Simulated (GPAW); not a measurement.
**BN (F-43m): how ε∞ follows the gap**

The empty bands of BN (F-43m) are shifted up rigidly by Δ, and ε∞ is computed for each shift.

Cell: a, b, c = 2.556, 2.556, 2.556 Å (primitive vectors), 2 atoms.

Method: GPAW 26.7.0, PBE, RPA, k-mesh 19×19×19, local fields up to 70 eV, Lorentzian half width 0.12 eV.

Launch of the response step: `OMP_NUM_THREADS=1 python df.py`. The series took 56 s in all, its band step included, on 1 thread of Arm Neoverse V1 (shared host).

| Δ (eV) | ε∞ |
| --- | --- |
| 0.00 | 4.517 |
| 0.25 | 4.452 |
| 0.50 | 4.388 |
| 0.75 | 4.327 |
| 1.00 | 4.268 |
| 1.50 | 4.157 |
| 2.00 | 4.054 |
| 3.00 | ? |

With one effective transition at E₀ and fixed dipole strength, ε∞ − 1 = A/(E₀ + Δ), so 1/(ε∞ − 1) is linear in Δ.

Working, on the rows shown:

| x = Δ (eV) | y = 1/(ε∞ − 1) |
| --- | --- |
| 0 | 0.284333 |
| 0.25 | 0.289687 |
| 0.5 | 0.295159 |
| 0.75 | 0.300571 |
| 1 | 0.305998 |
| 1.5 | 0.316756 |
| 2 | 0.327439 |

Means: x̄ = 0.85714, ȳ = 0.30285. Σ(x − x̄)(y − ȳ) = 0.06435, Σ(x − x̄)² = 2.982. Slope = 0.06435 / 2.982 = 0.02158; intercept = ȳ − slope · x̄ = 0.28435. Turned back into ε∞, the line misses the rows shown by at most 0.00074.

Problem. Predict the last column of the withheld row from the fit.

Solution. At x = 3 the line gives y = 0.34909, that is 3.865. The run gave 3.868, so the extrapolation is off by 0.0034, 0.5 % of the range in the table.

Refitted with all rows, the slope is 0.02147 and the intercept 0.28443. These give E₀ = intercept/slope = 13.2 eV, far above the least direct gap of 8.80 eV: most of the screening comes from transitions well over the edge. Over the first step ε∞ falls by 6 % per eV. Excitons are left out; PBE gaps are as a rule too small. The values come from a sum over the points of one k-mesh and carry its error, which grows as the direct gap shrinks. The local-field cutoff holds few shells of reciprocal vectors for this small cell, so ε∞ can read a few per cent high.
